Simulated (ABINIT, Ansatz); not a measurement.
**Quasiparticle gap of PNO (P3_2) in ABINIT**

Aim: the G0W0 gap of PNO (P3_2) on LDA, step by step.

Calculated with ABINIT 10.8.3; LDA and many-body steps on it, plane waves.

## 1. Starting point

It takes space group P3_2 (No. 145, trigonal). The conventional cell has a = 4.784 Å, b = 4.784 Å, c = 5.281 Å, α = 90.00°, β = 90.00°, γ = 120.00°. Nearest to P lie 2 N at 1.57 Å and 2 O at 1.60 to 1.62 Å. Nearest to N lie 2 P at 1.57 Å. O has 2 P at 1.60 to 1.62 Å nearest. Farther neighbours and most contacts between anions are not listed.

As a file:

```cif
data_structure
_symmetry_space_group_name_H-M 'P 1'
_symmetry_Int_Tables_number 1
_cell_length_a 4.7836
_cell_length_b 4.7836
_cell_length_c 5.2812
_cell_angle_alpha 90.000
_cell_angle_beta 90.000
_cell_angle_gamma 120.000
_cell_volume 104.66
loop_
_atom_site_label
_atom_site_type_symbol
_atom_site_fract_x
_atom_site_fract_y
_atom_site_fract_z
_atom_site_occupancy
P1 P 0.98591 0.46192 0.32818 1
P2 P 0.53808 0.52399 0.99484 1
P3 P 0.47601 0.01409 0.66151 1
N4 N 0.38833 0.26058 0.78215 1
N5 N 0.87225 0.61167 0.11549 1
N6 N 0.73942 0.12775 0.44882 1
O7 O 0.14648 0.72029 0.55634 1
O8 O 0.27971 0.42619 0.22300 1
O9 O 0.57381 0.85352 0.88967 1
```

The cell and positions are those that the Materials Project relaxed with its own functionals (PBE, PBE+U or r2SCAN), kept fixed.

## 2. Ground state

This step: ABINIT 10.8.3; DFT, LDA, plane waves, norm-conserving pseudopotentials.

The ground-state density comes first.

The input, run.abi:

```
acell 3*1.0 Angstrom
rprim 
  4.783611555019 -0.000000000004 0.000000000000
  -2.391805777506 4.142729128486 0.000000000000
  0.000000000000 0.000000000000 5.281207000000
ntypat 3
znucl 15 7 8
natom 9
typat 1 1 1 2 2 2 3 3 3
xred 
  0.985906000000 0.461916000000 0.328176000000
  0.538084000000 0.523990000000 0.994842666667
  0.476010000000 0.014094000000 0.661509333333
  0.388331000000 0.260582000000 0.782152000000
  0.872251000000 0.611669000000 0.115485333333
  0.739418000000 0.127749000000 0.448818666667
  0.146478000000 0.720287000000 0.556338000000
  0.279713000000 0.426191000000 0.223004666667
  0.573809000000 0.853522000000 0.889671333333
pp_dirpath "pseudos"
pseudos "P.upf, N.upf, O.upf"
ecut 36
ngkpt 6 6 4
nshiftk 1
shiftk 0 0 0
kptopt 1
chksymbreak 0
nband 32
occopt 1
tolvrs 1e-10
nstep 60
prtwf 0
optforces 0
optstress 0
indata_prefix "in"
outdata_prefix "out"
tmpdata_prefix "tmp"
```

Launch:

```sh
$ OMP_NUM_THREADS=1 mpirun -n 4 abinit run.abi > log
```

Numbers of over 12 decimals in the logs are rounded to 6 here.

Output:

```text
.Version 10.8.3 of ABINIT. v10.8.2 released Aug 2026.

 Symmetries : space group P3_2 (#145); Bravais hP (primitive hexag.)
================================================================================
 Values of the parameters that define the memory need of the present run
     intxc =       0    ionmov =       0      iscf =       7    lmnmax =       6
     lnmax =       6     mgfft =      54  mpssoang =       3    mqgrid =    3001
     natom =       9  nloc_mem =       1    nspden =       1   nspinor =       1
    nsppol =       1      nsym =       3    n1xccc =    2501    ntypat =       3
    occopt =       1   xclevel =       1
-    mband =          32        mffmem =           1         mkmem =           8
       mpw =        7304          nfft =      135000          nkpt =          30
================================================================================
  Rough estimation (10% accuracy) of disk space for files :
================================================================================

--------------------------------------------------------------------------------
------------- Echo of variables that govern the present computation ------------
--------------------------------------------------------------------------------
 -outvars: echo values of preprocessed input variables --------
            acell      1.8897261259E+00  1.8897261259E+00  1.8897261259E+00 Bohr

      chksymbreak           0
             ecut      3.60000000E+01 Hartree
-          fftalg         312

              ixc       -1012
              kpt      0.00000000E+00  0.00000000E+00  0.00000000E+00
                       1.66666667E-01  0.00000000E+00  0.00000000E+00
                       3.33333333E-01  0.00000000E+00  0.00000000E+00
                       5.00000000E-01  0.00000000E+00  0.00000000E+00
                       1.66666667E-01  1.66666667E-01  0.00000000E+00
                       3.33333333E-01  1.66666667E-01  0.00000000E+00
                       5.00000000E-01  1.66666667E-01  0.00000000E+00
                       3.33333333E-01  3.33333333E-01  0.00000000E+00
                       0.00000000E+00  0.00000000E+00  2.50000000E-01
   [... 19 further rows ...]
                       5.00000000E-01  1.66666667E-01  5.00000000E-01
                       3.33333333E-01  3.33333333E-01  5.00000000E-01
         kptrlatt        6    0    0      0    6    0      0    0    4
          kptrlen      3.99201394E+01
P           mkmem           8
            natom           9
            nband          32
            ngfft          50      50      54
             nkpt          30
            nstep          60
             nsym           3
           ntypat           3
              occ      2.000000  2.000000  2.000000  2.000000  2.000000  2.000000
                       2.000000  2.000000  2.000000  2.000000  2.000000  2.000000
                       2.000000  2.000000  2.000000  2.000000  2.000000  2.000000
                       2.000000  2.000000  2.000000  2.000000  2.000000  2.000000
                       0.000000  0.000000  0.000000  0.000000  0.000000  0.000000
                       0.000000  0.000000
        optforces           0
        optstress           0
            prtwf           0
            rprim      4.7836115550E+00 -4.0000000000E-12  0.0000000000E+00
[...]
spgroup         145

           tolvrs      1.00000000E-10

             xred      9.8590600000E-01  4.6191600000E-01  3.2817600000E-01
[...]
znucl       15.00000    7.00000    8.00000

================================================================================

 chkinp: Checking input parameters for consistency.

================================================================================
== DATASET  1 ==================================================================
-   mpi_nproc: 4, omp_nthreads: 1 (-1 if OMP is not activated)

--- !DatasetInfo
iteration_state: {dtset: 1, }
dimensions: {natom: 9, nkpt: 30, mband: 32, nsppol: 1, nspinor: 1, nspden: 1, mpw: 7304, }
cutoff_energies: {ecut:  36.0, pawecutdg:  -1.0, }
electrons: {nelect:   4.80000000E+01, charge:   0.00000000E+00, occopt:   1.00000000E+00, tsmear:   1.00000000E-02, }

 Real(R)+Recip(G) space primitive vectors, cartesian coordinates (Bohr,Bohr^-1):
 R(1)=  9.0397157  0.0000000  0.0000000  G(1)=  0.1106229  0.0638682  0.0000000
 R(2)= -4.5198579  7.8286235  0.0000000  G(2)=  0.0000000  0.1277364  0.0000000
 R(3)=  0.0000000  0.0000000  9.9800348  G(3)=  0.0000000  0.0000000  0.1002001
 Unit cell volume ucvol=  7.0627240E+02 bohr^3
 Angles (23,13,12)=  9.00000000E+01  9.00000000E+01  1.20000000E+02 degrees

 getcut: wavevector=  0.0000  0.0000  0.0000  ngfft=  50  50  54
         ecut(hartree)=     36.000   => boxcut(ratio)=   2.00330

--- Pseudopotential description ------------------------------------------------
- P Generated using ONCVPSP code by D. R. Hamann
- 15.00000   5.00000  180309                  znucl, zion, pspdat
12 -1012 2 -1 1298                            pspcod,pspxc,lmax,lloc,mmax
     nproj     2     2     2
  pspatm : epsatm=    7.03163270
         --- l  ekb(1:nproj) -->
[...]
pspatm: atomic psp has been read  and splines computed

- N Generated using ONCVPSP code by D. R. Hamann
[...]
pspatm: atomic psp has been read  and splines computed

- O Generated using ONCVPSP code by D. R. Hamann
-  8.00000   6.00000  201201                  znucl, zion, pspdat
12 -1012 2 -1 926                             pspcod,pspxc,lmax,lloc,mmax
     nproj     2     2     1
  pspatm : epsatm=    6.27558587
         --- l  ekb(1:nproj) -->
[...]
2   -1.033686
 pspatm: atomic psp has been read  and splines computed

   2.68055881E+03                                ecore*ucvol(ha*bohr**3)
--------------------------------------------------------------------------------

_setup2: Arith. and geom. avg. npw (full set) are    7285.701    7285.694

================================================================================

--- !BeginCycle
iteration_state: {dtset: 1, }
solver: {iscf: 7, nstep: 60, nline: 4, wfoptalg: 0, }
tolerances: {tolvrs: 1.00E-10, }

     iter   Etot(hartree)      deltaE(h)  residm     vres2
 ETOT  1  -100.98807641509    -1.010E+02 7.711E-02 1.593E+03
 ETOT  2  -101.17279936979    -1.847E-01 2.127E-02 1.204E+03
 ETOT  3  -101.64010748412    -4.673E-01 8.361E-03 6.949E+00
 ETOT  4  -101.64241355350    -2.306E-03 5.561E-03 1.483E-01
 ETOT  5  -101.64242956472    -1.601E-05 2.290E-03 2.039E-02
 ETOT  6  -101.64243070859    -1.144E-06 2.066E-03 7.647E-03
 ETOT  7  -101.64243251937    -1.811E-06 1.038E-03 4.757E-04
 ETOT  8  -101.64243260098    -8.162E-08 8.229E-04 2.203E-05
 ETOT  9  -101.64243260369    -2.712E-09 8.173E-04 4.994E-07
 ETOT 10  -101.64243260377    -7.971E-11 6.287E-04 7.890E-09
 ETOT 11  -101.64243260377     2.416E-13 5.730E-04 9.238E-10
 ETOT 12  -101.64243260377    -8.527E-14 3.976E-04 1.075E-10
 ETOT 13  -101.64243260377    -1.819E-12 3.418E-04 1.105E-12

 At SCF step   13       vres2   =  1.10E-12 < tolvrs=  1.00E-10 =>converged.

--- !ResultsGS
iteration_state: {dtset: 1, }
comment   : Summary of ground state results
lattice_vectors:
- [  9.0397157,  -0.0000000,   0.0000000, ]
- [ -4.5198579,   7.8286235,   0.0000000, ]
- [  0.0000000,   0.0000000,   9.9800348, ]
lattice_lengths: [   9.03972,    9.03972,    9.98003, ]
lattice_angles: [ 90.000,  90.000, 120.000, ] # degrees, (23, 13, 12)
lattice_volume:   7.0627240E+02
convergence: {deltae: -1.819E-12, res2:  1.105E-12, residm:  3.418E-04, diffor:  0.000E+00, }
etotal    :  -1.01642433E+02
entropy   :   0.00000000E+00
fermie    :   1.02975172E-01
cartesian_stress_tensor: null
pressure_GPa: null
xred      :
- [  9.8591E-01,   4.6192E-01,   3.2818E-01,  P]
- [  5.3808E-01,   5.2399E-01,   9.9484E-01,  P]
- [  4.7601E-01,   1.4094E-02,   6.6151E-01,  P]
- [  3.8833E-01,   2.6058E-01,   7.8215E-01,  N]
- [  8.7225E-01,   6.1167E-01,   1.1549E-01,  N]
- [  7.3942E-01,   1.2775E-01,   4.4882E-01,  N]
- [  1.4648E-01,   7.2029E-01,   5.5634E-01,  O]
- [  2.7971E-01,   4.2619E-01,   2.2300E-01,  O]
- [  5.7381E-01,   8.5352E-01,   8.8967E-01,  O]
cartesian_forces: null
force_length_stats: {min: null, max: null, mean: null, }

 Integrated electronic density in atomic spheres:
 ------------------------------------------------
 Atom  Sphere_radius  Integrated_density
[...]
================================================================================

 ----iterations are completed or convergence reached----

 Mean square residual over all n,k,spin=   13.849E-07; max=  34.175E-05
 reduced coordinates (array xred) for    9 atoms
[...]
0.872251000000      0.611669000000      0.115485333333
       0.739418000000      0.127749000000      0.448818666667
       0.146478000000      0.720287000000      0.556338000000
       0.279713000000      0.426191000000      0.223004666667
       0.573809000000      0.853522000000      0.889671333333
 rms dE/dt=  0.0000E+00; max dE/dt=  0.0000E+00; dE/dt below (all hartree)
    1       0.000000000000      0.000000000000      0.000000000000
    2       0.000000000000      0.000000000000      0.000000000000
    3       0.000000000000      0.000000000000      0.000000000000
    4       0.000000000000      0.000000000000      0.000000000000
    5       0.000000000000      0.000000000000      0.000000000000
    6       0.000000000000      0.000000000000      0.000000000000
    7       0.000000000000      0.000000000000      0.000000000000
    8       0.000000000000      0.000000000000      0.000000000000
    9       0.000000000000      0.000000000000      0.000000000000

 cartesian coordinates (angstrom) at end:
    1      3.611378     1.913593     1.733165
[...]
5      2.709517     2.533979     0.609902
    6      3.231538     0.529230     2.370304
    7     -1.022093     2.983954     2.938136
    8      0.318672     1.765594     1.177734
    9      0.703421     3.535910     4.698538
 length scales=  1.889726125908  1.889726125908  1.889726125908 bohr
              =  1.000000000000  1.000000000000  1.000000000000 angstroms
 prteigrs : about to open file out_EIG
 Fermi (or HOMO) energy (hartree) =   0.10298   Average Vxc (hartree)=  -0.38258
 Eigenvalues (hartree) for nkpt=  30  k points:
 kpt#   1, nband= 32, wtk=  0.00694, kpt=  0.0000  0.0000  0.0000 (reduced coord)
  -0.70329   -0.64115   -0.64115   -0.49037   -0.46801   -0.46801   -0.33537   -0.33537
  -0.22752   -0.18611   -0.18611   -0.17674   -0.07575   -0.07287   -0.07287   -0.01159
  -0.01159   -0.01143   -0.00990    0.04812    0.04812    0.06175    0.08169    0.08169
   0.29173    0.30710    0.30710    0.35054    0.38086    0.38086    0.44535    0.48539
 prteigrs : prtvol=0 or 1, do not print more k-points.

--- !EnergyTerms
iteration_state     : {dtset: 1, }
comment             : Components of total free energy in Hartree
kinetic             :  6.44985388950808E+01
hartree             :  3.02286125033856E+01
xc                  : -2.81237428435659E+01
Ewald energy        : -6.89709223741717E+01
psp_core            :  3.79536111847741E+00
local_psp           : -9.37080819236755E+01
non_local_psp       : -9.36219797930520E+00
total_energy        : -1.01642432603774E+02
total_energy_eV     : -2.76583149256240E+03
band_energy         : -9.61608477241743E+00

== END DATASET(S) ==============================================================
================================================================================

 -outvars: echo values of variables after computation  --------
           etotal     -1.0164243260E+02
            nband          32
             nkpt          30
          spgroup         145
 [... the other variables as echoed above ...]

 Calculation completed.
```

Elapsed: 1.9 min, on 4 MPI ranks of Intel Xeon Platinum 8559C (Emerald Rapids), shared host; peak memory 0.5 GiB.

Numbers from this step:

- total energy: -2765.8315 eV
- gap: 5.136 eV
- k of the valence top: 0.5, 0, 0
- k of the conduction bottom: 0, 0, 0
- least direct gap: 5.407 eV

The gap is indirect, with the least direct gap 0.27 eV higher.

[end of part 1 of 3]

[Paths, hosts, dates, memory and timing lines, banners, echoed tables and standing remarks are left out of the program output.]

[Logs are printed without paths, hosts, clocks, repeated set-up lines and the standing remarks that a program may print on its own settings, such as how far it seeks lower states.]

[Runs of the session that timed out or met a known fault of the program may be left out.]

[Hosts, paths, dates, database ids (printed as entryN), source tags and the programs' standing remarks are cut or masked in the printed files.]

[G0W0 gaps are taken among the corrected bands and points alone; a level outside them can change the order at an edge.]

[Where Ansatz stands beside ABINIT at settings called matched, ABINIT's density can come from a denser mesh and the files from another edition; pairs whose starting gaps differed by over 0.03 eV were left out, so agreement reads better than it is.]
